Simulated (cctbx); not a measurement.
# Lattice, Laue class and space group of a new crystal

Cell: a = 8.2490 Å, b = 8.2490 Å, c = 23.0090 Å, α = 90.00°, β = 90.00°, γ = 90.00°. Expected content of the cell: La24 Ga12 Fe44.

The data are simulated with cctbx, not measured: Mo Kα, λ = 0.71073 Å, to d = 0.6 Å, 95 % of the full sphere, strongest reflection 5000 counts, noise from counting, a 1.5 % proportional error and a noise floor of 8 counts (s.d.); no absorption, some extinction.

A first pass over the reflections prints:

```text
28912 reflections to d = 0.600 A
centring   violations  <I/sigma> of those
    A       3547 of 14476      3.1
    B       3564 of 14458      3.1
    C       2935 of 14462      2.5
    I          0 of 14425     -0.0
    R       4736 of 19283      3.1
    F       5023 of 21698      2.9
Laue class    unique    Rint  (classes that these axes allow; Friedel mates merged)
I 1 2/m 1        4011   0.066
I 1 1 2/m        3884   0.066
I 2/m 1 1        4010   0.066
I m m m          2152   0.071
I 4/m            1951   0.071
I 4/m m m        1156   0.074
space group    extra absences  I>4sigma  <I/sigma>
I 4 2 2                 0          0         -  acentric
I 4 m m                 0          0         -  acentric
I 4 c m               803          0       0.0  acentric
I -4 m 2                0          0         -  acentric
I -4 c 2              803          0       0.0  acentric
I -4 2 m                0          0         -  acentric
I 4/m m m               0          0         -  centric
I 4/m c m             803          0       0.0  centric
Wilson B = 1.03 A^2   <|E^2-1|> = 0.825 (0.968 centric, 0.736 acentric)   E^2>4: 2.0 %
shell (A)         n   <I/sigma>
11.51 - 1.20    171     36.5
 1.20 - 0.95    150     31.0
 0.95 - 0.83    142     21.9
 0.83 - 0.76    143     20.4
 0.76 - 0.70    142     15.6
 0.70 - 0.66    137     14.4
 0.66 - 0.63    136     11.2
 0.63 - 0.60    135     11.0
```

Q: Read the symmetry from these tables.

The reflections that I centring forbids are absent (⟨I/σ⟩ near 0), so the lattice is I.

Rint stays low (0.066 to 0.074) up to I 4/m m m, the highest class in these axes. It includes Bijvoet differences, since Friedel mates are merged.

8 settings pass the absence test. The most absences obeyed, 803, belong to I 4 c m, I -4 c 2 and I 4/m c m, which absences can't tell apart.

⟨|E²−1|⟩ = 0.825 lies between the two ideal values. The Wilson B of 1.03 Å² means U ≈ 0.0130 Å².

The true group is I4cm (no. 108), Laue class 4/mmm, non-centrosymmetric. The tables only narrow the choice to the tied entries; cell content, site symmetry and trial solutions must settle it.

The model is made up (kin elements in a known structure type, no relaxation), so it says nothing on whether the phase exists.

[Logs are printed without paths, hosts, clocks, repeated set-up lines and the standing remarks that a program may print on its own settings, such as how far it seeks lower states.]
